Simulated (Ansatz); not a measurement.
# Cl on W(100): change of the work function

Aim: the work function of W(100) at several coverages of Cl (hollow site), and the dipole that each adsorbate carries.

Calculated with Ansatz 0.2.0; plane-wave DFT, PBE, Ansatz PAW.

Most raw output is cut from this account.

## Step 1: The structure

The cell holds 5 atoms: 5 W. Cell: a = 3.160 Å, b = 3.160 Å, c = 24.320 Å, α = 90.0°, β = 90.0°, γ = 90.0°. Vacuum lies along c.

## Step 2: The clean slab

The bare slab comes first, as the zero from which every change is counted. The two lowest layers are held at bulk places and the upper ones relax. The dipole correction removes the false field that a one-sided slab makes across the periodic vacuum, so each face gets a flat vacuum level of its own.

The input, input.yaml:

```yaml
crystal:
  lattice:
    - [3.16, 0.0, 0.0]
    - [0.0, 3.16, 0.0]
    - [0.0, 0.0, 24.32]
  atoms:
    - { symbol: W, position: [0.0, 0.0, 0.3700657895] }
    - { symbol: W, position: [0.5, 0.5, 0.4350328947] }
    - { symbol: W, position: [0.0, 0.0, 0.5] }
    - { symbol: W, position: [0.5, 0.5, 0.5649671053] }
    - { symbol: W, position: [0.0, 0.0, 0.6299342105] }
kpoints:
  mp_grid: { grid: [12, 12, 1] }
hamiltonian:
  xc: pbe
scf:
  occupations: { method: fermi_dirac, width: 0.1 }
  convergence: { dr2_threshold: 1.0e-08 }
efield:
  axis: 3
  dipole_correction: true
  ramp_position: 0.97
  ramp_width: 0.06
relax:
  f_tol: 0.02
  max_steps: 60
  constraints: [{ sites: [0, 1] }]
output:
  write_potential: true
  write_density: true
  volumetric_format: npy
```

The run is started by

```sh
$ ansatz run input.yaml --threads 4 --pin off --max-ram 6144MiB --backend cpu --events-out ev --progress --plain --runs-dir out
```

It took 29 s on 4 threads of Arm Neoverse V1, shared host; peak memory 0.63 GiB.

Relaxation path:

| step | energy less that of the first step (eV) | largest force component (eV/Å) |
| --- | --- | --- |
| 1 | 0.0000 | 1.5923 |
| 2 | 0.2389 | 2.9711 |
| 3 | -0.1112 | 0.2016 |
| 4 | -0.1130 | 0.0101 |

Relaxation step 2 was tried and not accepted.

The run keeps the 8 symmetry operations that it works with, so distortions that break them were not tested.

The atoms that moved most (Å):

| atom | dx | dy | dz | length |
| --- | --- | --- | --- | --- |
| W5 | 0.000 | 0.000 | -0.086 | 0.086 |
| W4 | 0.000 | 0.000 | 0.064 | 0.064 |

This step gave:

| Quantity | Value |
| --- | --- |
| energy at zero smearing | -51918.9390 eV |
| work function, upper face | 4.140 eV |
| work function, lower face | 4.251 eV |
| dipole along the normal | 0.006111 e·Å |
| step between the vacuum levels | -0.1107 eV |

Running mean over 1.58 Å of the planar mean; the ramp of the sawtooth is left out. Electron's electrostatic potential energy less the Fermi level against z:

| z (Å) | electron's electrostatic potential energy less the Fermi level (eV) |
| --- | --- |
| 3.0 | 4.25 |
| 3.5 | 4.25 |
| 4.0 | 4.25 |
| 4.5 | 4.25 |
| 5.0 | 4.24 |
| 5.5 | 4.22 |
| 6.0 | 4.16 |
| 6.5 | 3.97 |
| 7.0 | 3.41 |
| 7.5 | 1.68 |
| 8.0 | -2.58 |
| 8.5 | -8.00 |
| 9.0 | -11.3 |
| 9.5 | -12.2 |
| 10.0 | -12.4 |
| 10.5 | -12.5 |
| 11.0 | -12.6 |
| 11.5 | -12.7 |
| 12.0 | -12.6 |
| 12.5 | -12.2 |
| 13.0 | -12.0 |
| 13.5 | -12.4 |
| 14.0 | -13.4 |
| 14.5 | -13.9 |
| 15.0 | -13.0 |
| 15.5 | -10.2 |
| 16.0 | -5.21 |
| 16.5 | -0.0115 |
| 17.0 | 2.77 |
| 17.5 | 3.68 |
| 18.0 | 3.99 |
| 18.5 | 4.09 |
| 19.0 | 4.12 |
| 19.5 | 4.13 |
| 20.0 | 4.14 |
| 20.5 | 4.14 |
| 21.0 | 4.14 |

The relaxation took 4 steps and lowered the energy by 0.11 eV; the largest force on the free atoms ends at 0.010 eV/Å.

The work function of the upper face is 4.14 eV.

## Step 3: The covered slab, k-mesh 6×6×1, coverage 0.25 ML

System of this step: W20Cl (Cl/W(100)). The cell holds 21 atoms: 20 W and 1 Cl. Its edges and angles: a = 6.320 Å, b = 6.320 Å, c = 25.784 Å, α = 90.0°, β = 90.0°, γ = 90.0°. Vacuum lies along c.

The clean slab as it ended is repeated in the plane and the adsorbate is set on one face; the cell's size fixes the coverage, and the k-mesh shrinks with it to keep the sampling density about even. Adsorbate and upper layers relax, since the dipole depends on the height.

The input, input.yaml:

```yaml
crystal:
  lattice:
    - [6.32, 0.0, 0.0]
    - [0.0, 6.32, 0.0]
    - [0.0, 0.0, 25.7838026031]
  atoms:
    - { symbol: W, position: [0.0, 0.0, 0.349056349] }
    - { symbol: W, position: [0.25, 0.25, 0.4103351302] }
    - { symbol: W, position: [0.0, 0.0, 0.4715816652] }
    - { symbol: W, position: [0.25, 0.25, 0.5353665687] }
    - { symbol: W, position: [0.0, 0.0, 0.5908440487] }
    - { symbol: W, position: [0.0, 0.5, 0.349056349] }
    - { symbol: W, position: [0.25, 0.75, 0.4103351302] }
    - { symbol: W, position: [0.0, 0.5, 0.4715816652] }
    - { symbol: W, position: [0.25, 0.75, 0.5353665687] }
    - { symbol: W, position: [0.0, 0.5, 0.5908440487] }
    - { symbol: W, position: [0.5, 0.0, 0.349056349] }
    - { symbol: W, position: [0.75, 0.25, 0.4103351302] }
    - { symbol: W, position: [0.5, 0.0, 0.4715816652] }
    - { symbol: W, position: [0.75, 0.25, 0.5353665687] }
    - { symbol: W, position: [0.5, 0.0, 0.5908440487] }
    - { symbol: W, position: [0.5, 0.5, 0.349056349] }
    - { symbol: W, position: [0.75, 0.75, 0.4103351302] }
    - { symbol: W, position: [0.5, 0.5, 0.4715816652] }
    - { symbol: W, position: [0.75, 0.75, 0.5353665687] }
    - { symbol: W, position: [0.5, 0.5, 0.5908440487] }
    - { symbol: Cl, position: [0.25, 0.25, 0.650943651] }
kpoints:
  mp_grid: { grid: [6, 6, 1] }
hamiltonian:
  xc: pbe
scf:
  occupations: { method: fermi_dirac, width: 0.1 }
  convergence: { dr2_threshold: 1.0e-08 }
efield:
  axis: 3
  dipole_correction: true
  ramp_position: 0.97
  ramp_width: 0.06
relax:
  f_tol: 0.02
  max_steps: 60
  constraints: [{ sites: [0, 1, 5, 6, 10, 11, 15, 16] }]
output:
  dos: { projected: true, e_range: [-8, 4] }
  write_potential: true
  write_density: true
  volumetric_format: npy
  elf: true
```

The job ended after 8.2 min (4 threads; peak memory 4.3 GiB).

This run has no spin polarisation although its electron count is odd.

The steps of the relaxation:

| step | energy less that of the first step (eV) | largest force component (eV/Å) |
| --- | --- | --- |
| 1 | 0.0000 | 1.5190 |
| 2 | -0.3074 | 1.5394 |
| 3 | -0.4577 | 0.8576 |
| 4 | -0.4919 | 0.2115 |
| 5 | -0.5009 | 0.1196 |
| 6 | -0.5027 | 0.1104 |
| 7 | -0.5031 | 0.0604 |
| 8 | -0.5033 | 0.0036 |

The run keeps the 8 symmetry operations that it works with, so distortions that break them were not tested.

The atoms that moved most (Å):

| atom | dx | dy | dz | length |
| --- | --- | --- | --- | --- |
| Cl21 | 0.000 | 0.000 | 0.271 | 0.271 |
| W20 | -0.127 | -0.127 | 0.031 | 0.182 |
| W10 | 0.127 | -0.127 | 0.031 | 0.182 |
| W15 | -0.127 | 0.127 | 0.031 | 0.182 |
| W5 | 0.127 | 0.127 | 0.031 | 0.182 |
| W4 | 0.000 | 0.000 | -0.141 | 0.141 |
| W19 | 0.000 | 0.000 | 0.096 | 0.096 |
| W18 | 0.020 | 0.020 | 0.005 | 0.029 |

The relaxed structure:

```
W Cl
1.0
     6.32000    0.00000    0.00000
     0.00000    6.32000    0.00000
     0.00000    0.00000   25.78380
W Cl
20 1
Direct
  0.00000 0.00000 0.34906
  0.25000 0.25000 0.41034
  0.99680 0.99680 0.47179
  0.25000 0.25000 0.52990
  0.02008 0.02008 0.59205
  0.00000 0.50000 0.34906
  0.25000 0.75000 0.41034
  0.99680 0.50320 0.47179
  0.25000 0.75000 0.53506
  0.02008 0.47992 0.59205
  0.50000 0.00000 0.34906
  0.75000 0.25000 0.41034
  0.50320 0.99680 0.47179
  0.75000 0.25000 0.53506
  0.47992 0.02008 0.59205
  0.50000 0.50000 0.34906
  0.75000 0.75000 0.41034
  0.50320 0.50320 0.47179
  0.75000 0.75000 0.53907
  0.47992 0.47992 0.59205
  0.25000 0.25000 0.66146
```

This step gave:

```yaml
energy_at_zero_smearing: -208758.2924 eV
work_function_upper_face: 4.184 eV
work_function_lower_face: 4.235 eV
dipole_along_the_normal: 0.01118 e·Å
step_between_the_vacuum_levels: -0.05063 eV
```

Running mean over 1.58 Å of the planar mean; the ramp of the sawtooth is left out. Table of electron's electrostatic potential energy less the Fermi level by z:

| z (Å) | electron's electrostatic potential energy less the Fermi level (eV) |
| --- | --- |
| 3.5 | 4.23 |
| 4.0 | 4.23 |
| 4.5 | 4.23 |
| 5.0 | 4.22 |
| 5.5 | 4.20 |
| 6.0 | 4.14 |
| 6.5 | 3.95 |
| 7.0 | 3.40 |
| 7.5 | 1.68 |
| 8.0 | -2.57 |
| 8.5 | -7.97 |
| 9.0 | -11.3 |
| 9.5 | -12.1 |
| 10.0 | -12.3 |
| 10.5 | -12.5 |
| 11.0 | -12.6 |
| 11.5 | -12.6 |
| 12.0 | -12.6 |
| 12.5 | -12.4 |
| 13.0 | -12.2 |
| 13.5 | -12.4 |
| 14.0 | -13.0 |
| 14.5 | -13.4 |
| 15.0 | -12.8 |
| 15.5 | -10.6 |
| 16.0 | -6.35 |
| 16.5 | -1.95 |
| 17.0 | 0.556 |
| 17.5 | 1.90 |
| 18.0 | 3.11 |
| 18.5 | 3.90 |
| 19.0 | 4.13 |
| 19.5 | 4.17 |
| 20.0 | 4.18 |
| 20.5 | 4.18 |
| 21.0 | 4.18 |
| 21.5 | 4.18 |
| 22.0 | 4.18 |
| 22.5 | 4.18 |

The density of states has structure finer than the step of the table below, so its rows give means over 0.5 eV, whole bins alone (the curve runs from -8 to 1.98 eV). Peaks (eV: height): -6.08: 40.7, -4.00: 41.1, -3.04: 51.7, -2.38: 39.9, 0.09: 38.6, 1.23: 43.8, 1.71: 41.8.

The density of states by energy, zero at the Fermi level; means over each step:

energy (eV), density of states (states/eV a cell) and a bar:
```
     -7.5        1.4 
     -7.0        3.4 ##
     -6.5        5.8 #####
     -6.0       11.4 ###########
     -5.5       11.7 ############
     -5.0       13.6 ##############
     -4.5       12.2 ############
     -4.0       27.4 ##############################
     -3.5       13.0 #############
     -3.0       26.2 ############################
     -2.5       27.2 #############################
     -2.0       23.0 #########################
     -1.5       22.5 ########################
     -1.0       16.1 #################
     -0.5       21.5 #######################
      0.0       18.6 ####################
      0.5       17.7 ###################
      1.0       19.6 #####################
      1.5       27.7 ##############################
```

Projected DOS per atom over height of the atomic layer and energy from the Fermi level. Layers: W4 W4 W4 W4 W4 Cl from below.

Values in states/eV, 22 rows by 6 columns, each cell a mean:
```
1.48 1.17 1.11 1.13 1.21 0.21
1.83 0.98 1.15 0.91 1.28 0.10
1.15 0.53 0.81 0.37 0.96 0.08
1.41 0.43 0.68 0.36 1.30 0.09
2.04 0.38 0.54 0.30 1.22 0.08
2.00 0.69 0.38 0.70 1.55 0.11
0.97 0.56 0.39 0.62 1.24 0.12
1.17 0.85 0.91 0.84 1.22 0.18
1.23 1.01 1.16 0.97 1.12 0.16
1.54 1.21 1.38 1.19 1.48 0.28
1.12 1.60 1.28 1.63 1.01 0.28
0.59 1.12 0.93 1.14 0.66 0.24
0.54 0.97 0.85 1.08 0.74 0.43
1.22 1.41 1.06 1.18 1.07 0.54
0.44 0.70 0.93 0.67 0.32 0.25
0.30 0.80 1.14 0.84 0.30 0.37
0.25 0.65 0.83 0.64 0.24 0.97
0.17 0.36 0.44 0.44 0.48 4.34
0.10 0.22 0.22 0.24 0.39 2.68
0.10 0.19 0.15 0.19 0.19 0.72
0.03 0.08 0.11 0.09 0.05 0.10
0.02 0.08 0.11 0.09 0.03 0.04
```
Columns: height of the atomic layer (Å) from 9 to 17.1 (not evenly spaced); rows upwards: energy from the Fermi level (eV) from -7.96 to 1.95.

ELF in the ca plane at fractional y = 0.250, with atoms of W and Cl within 0.2 Å of it. It is the smooth field of the valence electrons, not physical close to the nuclei.

Values, 9 rows by 16 columns, each cell a mean:
```
0.39 0.43 0.25 0.37 0.45 0.27 0.36 0.50 0.28 0.07 0.01 0.00 0.00 0.00 0.00 0.00
0.37 0.32 0.53 0.40 0.33 0.50 0.45 0.42 0.33 0.09 0.01 0.00 0.00 0.00 0.00 0.00
0.37 0.30 0.49 0.40 0.30 0.48 0.45 0.38 0.33 0.10 0.01 0.00 0.00 0.00 0.00 0.00
0.39 0.42 0.29 0.35 0.44 0.29 0.35 0.50 0.30 0.06 0.01 0.00 0.00 0.00 0.00 0.00
0.40 0.45 0.31 0.44 0.45 0.33 0.44 0.43 0.30 0.34 0.13 0.01 0.00 0.00 0.00 0.00
0.39 0.39 0.41 0.35 0.40 0.40 0.38 0.34 0.63 0.82 0.52 0.06 0.00 0.00 0.00 0.00
0.36 0.28 0.43 0.41 0.28 0.43 0.43 0.23 0.67 0.68 0.70 0.11 0.00 0.00 0.00 0.00
0.38 0.36 0.50 0.37 0.37 0.49 0.40 0.31 0.67 0.83 0.58 0.08 0.00 0.00 0.00 0.00
0.40 0.45 0.28 0.41 0.45 0.30 0.42 0.41 0.35 0.48 0.21 0.02 0.00 0.00 0.00 0.00
```
Columns run along c (16.0 Å, from fractional 0.32 to 0.94 of the cell), rows up along a (6.3 Å). Atoms in or near the plane, at fractional coordinates: W at (0.41, 0.25), W at (0.53, 0.25), W at (0.41, 0.75), W at (0.54, 0.75), Cl at (0.66, 0.25).

Valence density in the ca plane at fractional y = 0.250, with atoms of W and Cl within 0.2 Å of it. It is the smooth field of the valence electrons, not physical close to the nuclei.

Ten even steps from '0' (0.0 e/Å³) to '9' (5.0 e/Å³), each cell a mean:
```
00000000000000000000000000000000000000000000
00000011100000111100000000000000000000000000
00000267520000367510000000000000000000000000
00001499930001599820000000000000000000000000
00001499930001599820000000000000000000000000
00000267520000367410000000000000000000000000
00000011100000011100000000000000000000000000
00000000000000000000000000000000000000000000
00000000000000000000000000000000000000000000
00000000000000000000000000000000000000000000
00000134310001244200000122100000000000000000
00000389830002699510001232310000000000000000
00001598940002899610001210310000000000000000
00000389720002699510001232310000000000000000
00000134310001243200000122100000000000000000
00000000000000000000000000000000000000000000
00000000000000000000000000000000000000000000
```
Columns run along c (16.0 Å, from fractional 0.32 to 0.94 of the cell), rows up along a (6.3 Å). Atoms in or near the plane, at fractional coordinates: W at (0.41, 0.25), W at (0.53, 0.25), W at (0.41, 0.75), W at (0.54, 0.75), Cl at (0.66, 0.25).

Electrostatic potential energy in the ca plane at fractional y = 0.250, with atoms of W and Cl within 0.2 Å of it. With pseudopotentials it is smooth inside the atoms' cores, unlike the true potential.

Values in eV, 9 rows by 16 columns, each cell a mean:
```
  6   4  -5   1   5  -3  -1   5   7   8   8   9   9   9   9   9
  8  -2 -47 -19   2 -40 -31   6   8   8   9   9   9   9   9   9
  8  -4 -52 -24   1 -45 -36   6   8   9   9   9   9   9   9   9
  7   4 -13  -2   4 -10  -6   5   7   8   8   9   9   9   9   9
  6   5   3   5   5   3   4   3   6   7   8   9   9   9   9   9
  7   2 -26  -7   2 -24 -10   4  -4 -11   7   9   9   9   9   9
  8  -5 -55 -27  -3 -53 -32   5 -25 -41   5   9   9   9   9   9
  8   0 -36 -13   1 -34 -16   4  -9 -19   7   9   9   9   9   9
  6   5   1   4   5   1   3   3   5   6   8   9   9   9   9   9
```
Columns run along c (16.0 Å, from fractional 0.32 to 0.94 of the cell; values clipped at the 3rd and 97th percentile), rows up along a (6.3 Å). Atoms in or near the plane, at fractional coordinates: W at (0.41, 0.25), W at (0.53, 0.25), W at (0.41, 0.75), W at (0.54, 0.75), Cl at (0.66, 0.25).

The relaxation took 8 steps and lowered the energy by 0.50 eV; the largest force on the free atoms ends at 0.0036 eV/Å.

By hand: a sheet of dipoles makes a step −p/(ε₀A) in the electron's potential. With e/ε₀ = 180.95 V·Å, p = 0.01118 e·Å and A = 39.94 Å², that is −180.95 × (0.01118) / 39.94 = -0.051 eV, and the two vacuum levels of the run differ by -0.051 eV.

The covered face has 4.18 eV, +0.04 eV against the clean one; the bare back face has moved by -0.02 eV, a measure of how thin the slab is.

## Step 4: Adsorbate added, k-mesh 12×12×1, coverage 1 ML

System of this step: W5Cl (Cl/W(100)). The cell holds 6 atoms: 5 W and 1 Cl. Cell: a = 3.160 Å, b = 3.160 Å, c = 25.784 Å, α = 90.0°, β = 90.0°, γ = 90.0°. Vacuum lies along c.

Another coverage, to see how the dipoles act on each other as their distance changes.

input.yaml, the sections that differ from step 3:

```yaml
crystal:
  lattice:
    - [3.16, 0.0, 0.0]
    - [0.0, 3.16, 0.0]
    - [0.0, 0.0, 25.7838026031]
  atoms:
    - { symbol: W, position: [0.0, 0.0, 0.349056349] }
    - { symbol: W, position: [0.5, 0.5, 0.4103351302] }
    - { symbol: W, position: [0.0, 0.0, 0.4715816652] }
    - { symbol: W, position: [0.5, 0.5, 0.5353665687] }
    - { symbol: W, position: [0.0, 0.0, 0.5908440487] }
    - { symbol: Cl, position: [0.5, 0.5, 0.650943651] }
kpoints:
  mp_grid: { grid: [12, 12, 1] }
relax:
  f_tol: 0.02
  max_steps: 60
  constraints: [{ sites: [0, 1] }]
output:
  write_potential: true
  write_density: true
  volumetric_format: npy
# hamiltonian, scf, efield: as in step 3
```

Wall time 42 s (4 threads); peak memory 0.7 GiB.

The steps of the relaxation:

| step | energy less that of the first step (eV) | largest force component (eV/Å) |
| --- | --- | --- |
| 1 | 0.0000 | 2.1743 |
| 2 | -0.2814 | 1.2766 |
| 3 | -0.3490 | 0.2044 |
| 4 | -0.3563 | 0.0349 |
| 5 | -0.3564 | 0.0009 |

Forces are held to the 8 operations that the run works with; a distortion that breaks them can't arise in this run.

The atoms that moved most (Å):

| atom | dx | dy | dz | length |
| --- | --- | --- | --- | --- |
| Cl6 | 0.000 | 0.000 | 0.328 | 0.328 |
| W5 | 0.000 | 0.000 | 0.093 | 0.093 |
| W4 | 0.000 | 0.000 | -0.057 | 0.057 |
| W3 | 0.000 | 0.000 | 0.014 | 0.014 |

The relaxed structure:

```cif
data_structure
_symmetry_space_group_name_H-M 'P 1'
_symmetry_Int_Tables_number 1
_cell_length_a 3.1600
_cell_length_b 3.1600
_cell_length_c 25.7838
_cell_angle_alpha 90.000
_cell_angle_beta 90.000
_cell_angle_gamma 90.000
_cell_volume 257.47
loop_
_atom_site_label
_atom_site_type_symbol
_atom_site_fract_x
_atom_site_fract_y
_atom_site_fract_z
_atom_site_occupancy
W1 W 0.00000 0.00000 0.34906 1
W2 W 0.50000 0.50000 0.41034 1
W3 W 0.00000 0.00000 0.47213 1
W4 W 0.50000 0.50000 0.53316 1
W5 W 0.00000 0.00000 0.59444 1
Cl6 Cl 0.50000 0.50000 0.66367 1
```

This step gave:

| Quantity | Value |
| --- | --- |
| energy at zero smearing | -53000.3966 eV |
| work function, upper face | 5.311 eV |
| work function, lower face | 4.236 eV |
| dipole along the normal | -0.05934 e·Å |
| step between the vacuum levels | 1.075 eV |

Running mean over 1.58 Å of the planar mean; the ramp of the sawtooth is left out. Table of electron's electrostatic potential energy less the Fermi level by z:

z (Å), electron's electrostatic potential energy less the Fermi level (eV) and a bar from the least value:
```
        4        4.2 ############################
        5        4.2 ############################
        6        4.1 ############################
        7        3.4 ###########################
        8       -2.6 #################
        9      -11.3 ##
       10      -12.3 #
       11      -12.5 
       12      -12.6 
       13      -12.7 
       14      -12.4 
       15      -12.3 #
       16       -8.7 #######
       17       -5.2 #############
       18        1.0 #######################
       19        5.1 ##############################
       20        5.3 ##############################
       21        5.3 ##############################
       22        5.3 ##############################
```

The relaxation took 5 steps and lowered the energy by 0.36 eV; the largest force on the free atoms ends at 9.0e-4 eV/Å.

The covered face has 5.31 eV, +1.17 eV against the clean one; the bare back face has moved by -0.01 eV, a measure of how thin the slab is.

## Step 5: Work function against coverage

This step: plane-wave DFT, PBE, Ansatz PAW; work function against coverage (Ansatz 0.2.0).

The runs are now put side by side.

This step gave:

```yaml
work_function_of_the_clean_face: 4.140 eV
largest_change_of_the_work_function: 1.171 eV
```

The work function of the covered face by coverage:

| coverage (adsorbates/nm²) | work function of the covered face (eV) |
| --- | --- |
| 0.00 | 4.14 |
| 2.50 | 4.18 |
| 10.01 | 5.31 |

The dipole per adsorbate comes from the change of the cell's dipole. Coverage, by row:

| coverage (1/nm²) | coverage (ML) | work function (eV) | change (eV) | dipole per adsorbate, positive end outwards (debye) | mean height of the added atoms over the highest substrate atom (Å) |
| --- | --- | --- | --- | --- | --- |
| 2.504 | 0.25 | 4.184 | 0.04399 | -0.064 | 1.79 |
| 10.01 | 1 | 5.311 | 1.171 | -0.314 | 1.785 |

## Step 6: Results

```
work function of the clean face                        : 4.14 eV
work function at 0.25 ML                               : 4.18 eV
work function at 1 ML                                  : 5.31 eV
dipole per adsorbate at 0.25 ML, positive end outwards : -0.06 D
```

What this shows: At the lowest coverage Cl changes the work function of W(100) by under 0.15 eV, within the error of so thin a slab; the largest change, +1.17 eV, comes at higher coverage. The slab has 5 layers, at the tabulated experimental lattice constant, one starting site was run, and quantum-size effects of a slab this thin can reach one or two tenths of an eV.

[Logs are printed without paths, hosts, clocks, repeated set-up lines and the standing remarks that a program may print on its own settings, such as how far it seeks lower states.]

[Hosts, paths, dates, database ids (printed as entryN), source tags and the programs' standing remarks are cut or masked in the printed files.]

[Maps of the electrostatic potential energy from Ansatz leave out the sawtooth potential of an applied field or a dipole correction, so their vacuum need not be flat; planar profiles and work functions include it.]

[The density of states shown here was stored with 400 of the rows of the run's finer table, so its peaks can read low, often by over a quarter, or be missed, and its means over a window can be off by a tenth or more.]
